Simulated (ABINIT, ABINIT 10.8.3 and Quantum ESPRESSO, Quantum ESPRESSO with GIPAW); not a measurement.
**Shieldings in SrO in space group Fm-3m from a nuclear dipole's orbital moment**

Wanted: shieldings of SrO in space group Fm-3m from two unrelated programs, to see how far they agree and what the ZORA terms of the valence add.

Program: ABINIT 10.8.3 and Quantum ESPRESSO with GIPAW. Level of theory: DFT, plane-wave PAW; levels as the steps name them. Results are calculated unless marked as measured.

The database entry behind the starting cell differs from later determinations by our own check (about 0.5 % short), so it need not match the best structure at ambient conditions.

**1. Set-up**

It takes space group Fm-3m (No. 225, cubic). The conventional cell has a = 5.133 Å, b = 5.133 Å, c = 5.133 Å, α = 90.00°, β = 90.00°, γ = 90.00°. Sr has 6 O at 2.57 Å nearest. Nearest to O lie 6 Sr at 2.57 Å. Farther neighbours and most contacts between anions are not listed.

**2. GIPAW: ground state**

The first road is linear response to a uniform field, which keeps the symmetry and yields every site at once.

A patched development version of Quantum ESPRESSO; PAW files made with ld1.x from the pslibrary 1.0.0 recipes.

The input, scf.in:

```
&control
  calculation = 'scf'
  prefix = 'x'
  outdir = './tmp/'
  pseudo_dir = './'
/
&system
  ibrav = 0
  nat = 2
  ntyp = 2
  ecutwfc = 55
  ecutrho = 330
  nbnd = 10
/
&electrons
  conv_thr = 1.0d-10
  mixing_beta = 0.7
  electron_maxstep = 100
/
ATOMIC_SPECIES
  Sr 87.620 Sr.pbe-spn-kjpaw_psl.1.0.0-gipaw.UPF
  O 15.999 O.pbe-n-kjpaw_psl.1.0.0-gipaw.UPF
CELL_PARAMETERS angstrom
  0.00000000 2.56630000 2.56630000
  2.56630000 0.00000000 2.56630000
  2.56630000 2.56630000 0.00000000
ATOMIC_POSITIONS crystal
  Sr 0.50000000 0.50000000 0.50000000
  O 0.00000000 0.00000000 0.00000000
K_POINTS automatic
  6 6 6 0 0 0
```

Command:

```sh
$ mpirun -np 4 pw.x -nk 4 -in scf.in > scf.out
```

Numbers of over 12 decimals in the logs are rounded to 6 here.

The log of the run:

```text
using ibrav=0 with symmetry is DISCOURAGED, use correct ibrav instead

     bravais-lattice index     =            0
     lattice parameter (alat)  =       6.8584  a.u.
     unit-cell volume          =     228.1124 (a.u.)^3
     number of atoms/cell      =            2
     number of atomic types    =            2
     number of electrons       =        16.00
     number of Kohn-Sham states=           10
     kinetic-energy cutoff     =      55.0000  Ry
     charge density cutoff     =     330.0000  Ry
     scf convergence threshold =      1.0E-10
     mixing beta               =       0.7000
     number of iterations used =            8  plain     mixing
     Exchange-correlation= SLA-PW-PBX-PBC
                           (   1   4   3   4   0   0   0)
[...]
Sr               10.00    87.62000     Sr( 1.00)
     O                 6.00    15.99900     O ( 1.00)

     48 Sym. Ops., with inversion, found
[...]
number of k points=    16
[...]
Dense  grid:    23049 G-vectors     FFT dimensions: (  40,  40,  40)

     Smooth grid:    12627 G-vectors     FFT dimensions: (  36,  36,  36)

     Check: negative core charge=   -0.000003

     Initial potential from superposition of free atoms

     starting charge      15.9924, renormalised to      16.0000
     Starting wfcs are   12 randomized atomic wfcs

     Self-consistent Calculation

     iteration #  1     ecut=    55.00 Ry     beta= 0.70
     Davidson diagonalization with overlap
     ethr =  1.00E-02,  avg # of iterations =  6.9

     total energy              =    -301.59050289 Ry
     estimated scf accuracy    <       0.86740131 Ry

     iteration #  2     ecut=    55.00 Ry     beta= 0.70
     Davidson diagonalization with overlap
     ethr =  5.42E-03,  avg # of iterations =  5.6

     total energy              =    -301.56887792 Ry
     estimated scf accuracy    <       3.59220947 Ry

     iteration #  3     ecut=    55.00 Ry     beta= 0.70
     Davidson diagonalization with overlap
     ethr =  5.42E-03,  avg # of iterations =  5.1

     total energy              =    -302.16098335 Ry
     estimated scf accuracy    <       0.01095064 Ry

[...]
total energy              =    -302.16504424 Ry
[...]
iteration # 28     ecut=    55.00 Ry     beta= 0.70
     Davidson diagonalization with overlap
     ethr =  1.11E-10,  avg # of iterations =  1.5

     total energy              =    -302.16504423 Ry
     estimated scf accuracy    <       0.00000001 Ry

     iteration # 29     ecut=    55.00 Ry     beta= 0.70
     Davidson diagonalization with overlap
     ethr =  7.01E-11,  avg # of iterations =  3.6

     The highest empty levels of an scf can be off by 1 eV or more

     End of self-consistent calculation
     [one-electron energies left out]

     highest occupied, lowest unoccupied level (ev):     8.0899   11.3956

!    total energy              =    -302.16504424 Ry
     total all-electron energy =     -6509.871173 Ry
     estimated scf accuracy    <          5.9E-12 Ry

     The total energy is the sum of the following terms:
     one-electron contribution =     -13.91122240 Ry
     hartree contribution      =      16.77560244 Ry
     xc contribution           =     -26.01984233 Ry
     ewald contribution        =     -77.77018127 Ry
     one-center paw contrib.   =    -201.23940066 Ry

     convergence has been achieved in  29 iterations
[...]
JOB DONE.
```

Run time: 7.8 s. Hardware: 4 MPI ranks of Arm Neoverse V2, shared host; peak memory 0.39 GiB; 31 s of CPU time.

**3. GIPAW: response**

The input, nmr.in:

```
&inputgipaw
  job = 'nmr'
  prefix = 'x'
  tmp_dir = './tmp/'
  restart_mode = 'from_scratch'
  verbosity = 'low'
  q_gipaw = 0.01
  spline_ps = .true.
  conv_threshold = 1.0d-14
  use_nmr_macroscopic_shape = .false.
  pawproj(1) = .true.
  pawproj(2) = .true.
/
```

Command:

```sh
$ mpirun -np 4 gipaw.x -in nmr.in > nmr.out
```

The log of the run:

```text
[banner, memory and clock lines left out]
[a note of our patched build left out]

     Parallelizing q-star over 1 images

     IMPORTANT: XC functional enforced from input :
     Exchange-correlation= PBE
                           (   1   4   3   4   0   0   0)
     Any further DFT definition will be discarded
     Please, verify this is what you really want

     Check: negative core charge=   -0.000003
[...]
projs nearly linearly dependent: l=0  n1,n2= 1, 2  s=  0.99266918
[...]
alpha_pv=     64.6061 eV

     spline_ps is .false., expect some extrapolation errors

     q-space interpolation up to    66.00 Rydberg

     GIPAW job: nmr
     NMR macroscopic correction: no
[...]
Computing the magnetic susceptibility     isolve=0    ethr=  0.1000E-13
     Starting from scratch
     k-point #    1 of    16      pool #  1    cpu time:       0.5
[...]
End of magnetic susceptibility calculation

     f-sum rule (1st term):
           -17.0887          0.0000          0.0000
            -0.0000        -17.0887          0.0000
             0.0000          0.0000        -17.0887

     f-sum rule (2nd term):
            -0.2462          0.0000          0.0000
             0.0000         -0.2462         -0.0000
             0.0000         -0.0000         -0.2462

     f-sum rule (should be   -17.3315):
           -17.3349          0.0000          0.0000
            -0.0000        -17.3349          0.0000
             0.0000          0.0000        -17.3349

[... susceptibilities left out ...]
     Contributions to the NMR chemical shifts: -------------------------------

     Macroscopic shape contribution in ppm:                    0.00
             0.0000          0.0000          0.0000
             0.0000          0.0000          0.0000
             0.0000          0.0000          0.0000

     Core contribution in ppm:

     Atom  1  Sr  pos: (  0.707107  0.707107  0.707107)  core sigma:        3441.03
     Atom  2  O   pos: (  0.000000  0.000000  0.000000)  core sigma:         271.07

     Bare contribution in ppm:

     Atom  1  Sr  pos: (  0.707107  0.707107  0.707107)  bare sigma:          82.10
[...]
Atom  2  O   pos: (  0.000000  0.000000  0.000000)  bare sigma:         -70.41
[...]
Diamagnetic contribution in ppm:

     Atom  1  Sr  pos: (  0.707107  0.707107  0.707107)  dia sigma:         -26.46
[...]
Atom  2  O   pos: (  0.000000  0.000000  0.000000)  dia sigma:          17.02
[...]
Paramagnetic contribution in ppm:

     Atom  1  Sr  pos: (  0.707107  0.707107  0.707107)  para sigma:       -1680.52
[...]
Atom  2  O   pos: (  0.000000  0.000000  0.000000)  para sigma:        -221.87
[...]
Paramagnetic US occ-occ contribution in ppm:

     Atom  1  Sr  pos: (  0.707107  0.707107  0.707107)  para_oo sigma:          -5.20
[...]
Atom  2  O   pos: (  0.000000  0.000000  0.000000)  para_oo sigma:           0.42
[...]
Paramagnetic US L_R Q_R contribution in ppm:

     Atom  1  Sr  pos: (  0.707107  0.707107  0.707107)  para_lq sigma:         788.50
[...]
Atom  2  O   pos: (  0.000000  0.000000  0.000000)  para_lq sigma:        -217.68
[...]
Total NMR chemical shifts in ppm: ---------------------------------------
     (adopting the Simpson convention for anisotropy and asymmetry)-----------

     Atom  1  Sr  pos: (  0.707107  0.707107  0.707107)  Total sigma:        2599.45
[...]
Sr      1    anisotropy:     -0.00    eta:    0.0000
[...]
Atom  2  O   pos: (  0.000000  0.000000  0.000000)  Total sigma:        -221.46
[...]
O       2    anisotropy:     -0.00    eta:    0.0000
[...]
```

It took 33 s on 4 MPI ranks; peak memory 0.25 GiB.

**4. Converse method: dipole on Sr1; PBE, zora 0, 22 Ha, 3×3×3 (4 shifts)**

A nuclear dipole of one atomic unit is put on one atom. The ground state with the dipole is followed by the k-derivatives of the wave functions, and the induced orbital moment, with its sign turned, is the shielding tensor applied to the dipole's direction; the site's symmetry gives the rest. The dipole breaks time reversal, so the whole zone is sampled. JTH 2.0 datasets hold the cores' Lamb term.

The input, run.abi:

```
ndtset 2
acell 3*1.0 Angstrom
rprim
  0.00000000 2.56630000 2.56630000
  2.56630000 0.00000000 2.56630000
  2.56630000 2.56630000 0.00000000
natom 2
ntypat 2
znucl 38 8
typat 1 2
xred
  0.50000000 0.50000000 0.50000000
  0.00000000 0.00000000 0.00000000
pseudos "Sr_PBE_JTH.xml, O_PBE_JTH.xml"
ecut 22
pawecutdg 44
pawovlp -1
kptopt 3
ngkpt 3 3 3
nshiftk 4
shiftk 0.5 0.5 0.5  0.5 0 0  0 0.5 0  0 0 0.5
nband 8
occopt 1
nsym 1
symmorphi 0
istwfk *1
chkprim 0
chksymbreak 0
chksymtnons 0
optforces 0
optstress 0
pawcpxocc 2
usexcnhat 0
paral_atom 0
paral_kgb 0
prtden 0
prteig 0
prtebands 0
prtgsr 0
natnd 1
iatnd 1
atndlist 1 0 0
tolvrs1 1d-14
nstep1 50
rfddk2 1
rfdir2 1 1 1
iscf2 -3
getwfk2 -1
orbmag2 2
tolwfr2 1d-18
nstep2 30
prtwf2 0
```

Command:

```sh
$ abinit run.abi > log
```

The log of the run:

```text
DATASET    1 : space group P1 (#  1); Bravais aP (primitive triclinic)
[...]
Values of the parameters that define the memory need for DATASET  1.
     intxc =       0    ionmov =       0      iscf =      17    lmnmax =      18
     lnmax =       6     mgfft =      30  mpssoang =       3    mqgrid =    3001
     natom =       2  nloc_mem =       2    nspden =       1   nspinor =       1
    nsppol =       1      nsym =       1    n1xccc =       1    ntypat =       2
    occopt =       1   xclevel =       2
       mpw =        1158          nfft =       27000          nkpt =         108
 PAW method is used; the additional fine FFT grid is defined by:
   mgfftf=        45    nfftf =     91125
[...]
DATASET    2 : space group P1 (#  1); Bravais aP (primitive triclinic)
[...]
Values of the parameters that define the memory need for DATASET  2 (RF).
     intxc =       0      iscf =      -3    lmnmax =      18     lnmax =       6
     mgfft =      30  mpssoang =       3    mqgrid =    3001     natom =       2
  nloc_mem =       2    nspden =       1   nspinor =       1    nsppol =       1
      nsym =       1    n1xccc =       1    ntypat =       2    occopt =       1
   xclevel =       2
      nfft =       27000          nkpt =         108
[...]
acell      1.8897261259E+00  1.8897261259E+00  1.8897261259E+00 Bohr
              amu      8.76200000E+01  1.59994000E+01
         atndlist      1.0000000000E+00  0.0000000000E+00  0.0000000000E+00
[...]
ecut      2.20000000E+01 Hartree
           getwfk1          0
           getwfk2         -1
            iatnd        1    0
             iscf1         17
             iscf2         -3
     [istwfk list left out]
              ixc     -101130
           jdtset        1    2
     [kpt list left out]
           kptopt           3
         kptrlatt        3   -3    3     -3    3    3     -3   -3    3
[...]
natnd           1
            natom           2
            nband           8
           ndtset           2
            ngfft          30      30      30
          ngfftdg          45      45      45
             nkpt         108
            nstep1         50
            nstep2         30
             nsym           1
           ntypat           2
        nucdipmom      1.0000000000E+00  0.0000000000E+00  0.0000000000E+00
[...]
occ      2.000000  2.000000  2.000000  2.000000  2.000000  2.000000
[...]
optforces           0
        optstress           0
           orbmag1          0
           orbmag2          2
        pawcpxocc           2
        pawecutdg      4.40000000E+01 Hartree
          pawovlp     -1.0000000000E+00
[...]
rfddk1          0
            rfddk2          1
            rprim      0.0000000000E+00  2.5663000000E+00  2.5663000000E+00
[...]
shiftk      5.00000000E-01  5.00000000E-01  5.00000000E-01
          spgroup           1
        symmorphi           0
           tolvrs1     1.00000000E-14
           tolvrs2     0.00000000E+00
           tolwfr1     0.00000000E+00
           tolwfr2     1.00000000E-18
            typat      1  2
        usexcnhat           0
           useylm           1
     [wtk list left out]
[...]
xred      5.0000000000E-01  5.0000000000E-01  5.0000000000E-01
[...]
znucl       38.00000    8.00000
[...]
dimensions: {natom: 2, nkpt: 108, mband: 8, nsppol: 1, nspinor: 1, nspden: 1, mpw: 1158, }
cutoff_energies: {ecut:  22.0, pawecutdg:  44.0, }
electrons: {nelect:   1.60000000E+01, charge:   0.00000000E+00, occopt:   1.00000000E+00, tsmear:   1.00000000E-02, }
[...]
Unit cell volume ucvol=  2.2811239E+02 bohr^3
[...]
Coarse grid specifications (used for wave-functions):
[...]
Fine grid specifications (used for densities):
[...]
4.46581426E+02                                ecore*ucvol(ha*bohr**3)
[...]
solver: {iscf: 17, nstep: 50, nline: 4, wfoptalg: 10, }
tolerances: {tolvrs: 1.00E-14, }
[...]
ETOT  1  -47.378747769200    -4.738E+01 2.784E-01 4.609E+01
 ETOT  2  -47.355667847395     2.308E-02 4.369E-04 4.901E+01
 ETOT  3  -47.315112477423     4.056E-02 1.430E-03 2.809E+00
 ETOT  4  -47.315431193591    -3.187E-04 2.444E-04 5.238E-01
 ETOT  5  -47.314397679830     1.034E-03 7.301E-05 1.077E-02
 ETOT  6  -47.314466827482    -6.915E-05 7.502E-07 5.050E-03
 ETOT  7  -47.314461173588     5.654E-06 2.748E-07 4.877E-04
 ETOT  8  -47.314461224872    -5.128E-08 1.068E-07 4.858E-05
 ETOT  9  -47.314461169173     5.570E-08 5.292E-09 8.631E-06
 ETOT 10  -47.314461169503    -3.305E-10 2.154E-09 6.830E-06
 ETOT 11  -47.314461166684     2.819E-09 5.471E-11 2.808E-06
 ETOT 12  -47.314461164895     1.789E-09 2.606E-10 2.046E-07
 ETOT 13  -47.314461164889     6.189E-12 2.014E-12 1.501E-07
 ETOT 14  -47.314461164785     1.044E-10 4.823E-12 7.372E-09
 ETOT 15  -47.314461164782     3.098E-12 4.051E-13 1.526E-10
 ETOT 16  -47.314461164782    -4.121E-13 1.902E-14 8.011E-12
[...]
f-sum rule ratio=    1.0031803833E+00
 Expectation of eigenvalue derivatives (hartree) for nkpt= 108  k points:
  (in case of degenerate eigenvalues, averaged derivative)
 [levels by k-point left out]

 Nine components of 2nd-order total energy (hartree) are
 1,2,3: 0th-order hamiltonian combined with 1st-order wavefunctions
     kin0=   3.91842069E+01 eigvalue=   1.40773383E+00  local=  -2.54122762E+01  nclr dpl0=  -1.70148424E-07
 4,5,6: 1st-order hamiltonian combined with 1st and 0th-order wfs
     kin1=  -4.04145202E+01  Hartree=   0.00000000E+00     xc=   0.00000000E+00  nclr dpl1=   1.25870050E-10
 7,8,9: eventually, occupation + non-local contributions
    edocc=   0.00000000E+00     enl0=   7.16137699E+00   enl1=  -5.22297049E+00
 10: eventually, PAW "on-site" Hxc contribution: epaw1=   0.00000000E+00
 1-10 gives the relaxation energy (to be shifted if some occ is /=2.0)
   erelax=  -2.32964493E+01
 11 Contribution from 1st-order change of wavefunctions overlap
 eovl1 =  -4.77703924E-01
  No Ewald or frozen-wf contrib.: the relaxation energy is the total one
 2DEtotal=   -0.2329644926E+02 Ha. Also 2DEtotal=   -0.633928678952E+03 eV
    (  non-var. 2DEtotal :   -2.3296449259E+01 Ha)
[...]
symkpt : not enough symmetry to change the number of k points.

 Initialisation of the first-order wave-functions :
  ireadwf=   0
[...]
solver: {iscf: -3, nstep: 30, nline: 4, wfoptalg: 10, }
tolerances: {tolwfr: 1.00E-18, }
[...]
ETOT 10  -23.296449259086      3.553E-15 9.967E-19 0.000E+00

 At SCF step   10   max residual=  9.97E-19 < tolwfr=  1.00E-18 =>converged.
[...]
----iterations are completed or convergence reached----
[...]
f-sum rule ratio=    1.0031803833E+00
 Expectation of eigenvalue derivatives (hartree) for nkpt= 108  k points:
  (in case of degenerate eigenvalues, averaged derivative)
 [levels by k-point left out]

 Nine components of 2nd-order total energy (hartree) are
 1,2,3: 0th-order hamiltonian combined with 1st-order wavefunctions
     kin0=   3.91842069E+01 eigvalue=   1.40773383E+00  local=  -2.54122762E+01  nclr dpl0=  -1.70148424E-07
 4,5,6: 1st-order hamiltonian combined with 1st and 0th-order wfs
     kin1=  -4.04145202E+01  Hartree=   0.00000000E+00     xc=   0.00000000E+00  nclr dpl1=   1.25870057E-10
 7,8,9: eventually, occupation + non-local contributions
    edocc=   0.00000000E+00     enl0=   7.16137699E+00   enl1=  -5.22297049E+00
 10: eventually, PAW "on-site" Hxc contribution: epaw1=   0.00000000E+00
 1-10 gives the relaxation energy (to be shifted if some occ is /=2.0)
   erelax=  -2.32964493E+01
 11 Contribution from 1st-order change of wavefunctions overlap
 eovl1 =  -4.77703924E-01
  No Ewald or frozen-wf contrib.: the relaxation energy is the total one
 2DEtotal=   -0.2329644926E+02 Ha. Also 2DEtotal=   -0.633928678949E+03 eV
    (  non-var. 2DEtotal :   -2.3296449259E+01 Ha)
[...]
symkpt : not enough symmetry to change the number of k points.

 Initialisation of the first-order wave-functions :
  ireadwf=   0
[...]
solver: {iscf: -3, nstep: 30, nline: 4, wfoptalg: 10, }
tolerances: {tolwfr: 1.00E-18, }
[...]
ETOT  2  -23.296362616720     -1.839E-02 5.829E-04 0.000E+00
 ETOT  3  -23.296448578808     -8.596E-05 2.652E-06 0.000E+00
 ETOT  4  -23.296449252674     -6.739E-07 4.654E-08 0.000E+00
 ETOT  5  -23.296449258839     -6.164E-09 2.458E-10 0.000E+00
 ETOT  6  -23.296449258899     -5.994E-11 5.235E-12 0.000E+00
 ETOT  7  -23.296449258899     -5.542E-13 2.727E-14 0.000E+00
 ETOT  8  -23.296449258899      1.066E-14 6.233E-16 0.000E+00
 ETOT  9  -23.296449258899     -3.553E-15 3.204E-18 0.000E+00
 ETOT 10  -23.296449258899     -1.066E-14 9.967E-19 0.000E+00

 At SCF step   10   max residual=  9.97E-19 < tolwfr=  1.00E-18 =>converged.
[...]
----iterations are completed or convergence reached----
[...]
f-sum rule ratio=    1.0031803833E+00
 Expectation of eigenvalue derivatives (hartree) for nkpt= 108  k points:
  (in case of degenerate eigenvalues, averaged derivative)
 [levels by k-point left out]

 Nine components of 2nd-order total energy (hartree) are
 1,2,3: 0th-order hamiltonian combined with 1st-order wavefunctions
     kin0=   3.91842069E+01 eigvalue=   1.40773383E+00  local=  -2.54122762E+01  nclr dpl0=  -1.70148424E-07
 4,5,6: 1st-order hamiltonian combined with 1st and 0th-order wfs
     kin1=  -4.04145202E+01  Hartree=   0.00000000E+00     xc=   0.00000000E+00  nclr dpl1=   1.25870050E-10
 7,8,9: eventually, occupation + non-local contributions
    edocc=   0.00000000E+00     enl0=   7.16137699E+00   enl1=  -5.22297049E+00
 10: eventually, PAW "on-site" Hxc contribution: epaw1=   0.00000000E+00
 1-10 gives the relaxation energy (to be shifted if some occ is /=2.0)
   erelax=  -2.32964493E+01
 11 Contribution from 1st-order change of wavefunctions overlap
 eovl1 =  -4.77703924E-01
  No Ewald or frozen-wf contrib.: the relaxation energy is the total one
 2DEtotal=   -0.2329644926E+02 Ha. Also 2DEtotal=   -0.633928678944E+03 eV
    (  non-var. 2DEtotal :   -2.3296449258E+01 Ha)
[...]
Orbital magnetic moment computed with DFPT derivative wavefunctions

 Orbital magnetic moment, Cartesian directions :
 -2.64265215E-03  1.73938728E-09 -7.09631497E-10

 Chern vector, Cartesian directions :
 -1.61043686E-06 -9.08183428E-12 -1.58273656E-11

 Orbital magnetic moment, term-by-term breakdown :
     rho(1) CC :  -1.73171556E-03  7.66488825E-10  1.08129564E-09
    rho(1) VV1 :   1.91726756E-03  1.52740079E-11 -4.34012206E-11
    rho(1) VV2 :   2.96599802E-05  2.81199319E-12 -1.75833256E-11
     rho(0) NL :   1.87010647E-04  7.01422477E-10 -1.55179376E-09
   <L_R> terms :   3.90333162E-04  2.53387576E-10 -1.78151709E-10
 <A0.An> terms :   5.86875423E-06  2.40214064E-15  2.88160037E-15
    Lamb terms :  -3.44107669E-03  0.00000000E+00  0.00000000E+00
 Chern vector, term-by-term breakdown :
  Ch CC :   6.19244465E-06 -8.92493753E-12 -1.61850241E-11
 Ch vv1 :  -7.80288151E-06 -1.56896752E-13  3.57658537E-13
 Ch vv2 :   4.44692297E-21  1.78792385E-21 -4.01092959E-21
[...]
---- first-order wavefunction calculations are completed ----

 respfn : d/dk was computed, but no 2DTE, so no DDB output.

== END DATASET(S) ==

[key lines of the parts left out:]
Total energy DC (eV): -8.85713443419624E+04
```

The job ended after 6.9 min (1 thread; peak memory 0.26 GiB).

Along the dipole the shielding is 2642.7 ppm. The Chern vector, which should vanish, has length 1.6e-06. In mesh series on salts like this, lengths over 2.5e-7 went with errors from several ppm on light ions to many hundreds on heavy ones, so the run counts as not converged.

(Continued in part 2 of 2.)

[Banner, clock, file and dataset-listing lines were taken out of the logs.]

[Logs are printed without paths, hosts, clocks, repeated set-up lines and the standing remarks that a program may print on its own settings, such as how far it seeks lower states.]

[Hosts, paths, dates, database ids (printed as entryN), source tags and the programs' standing remarks are cut or masked in the printed files.]
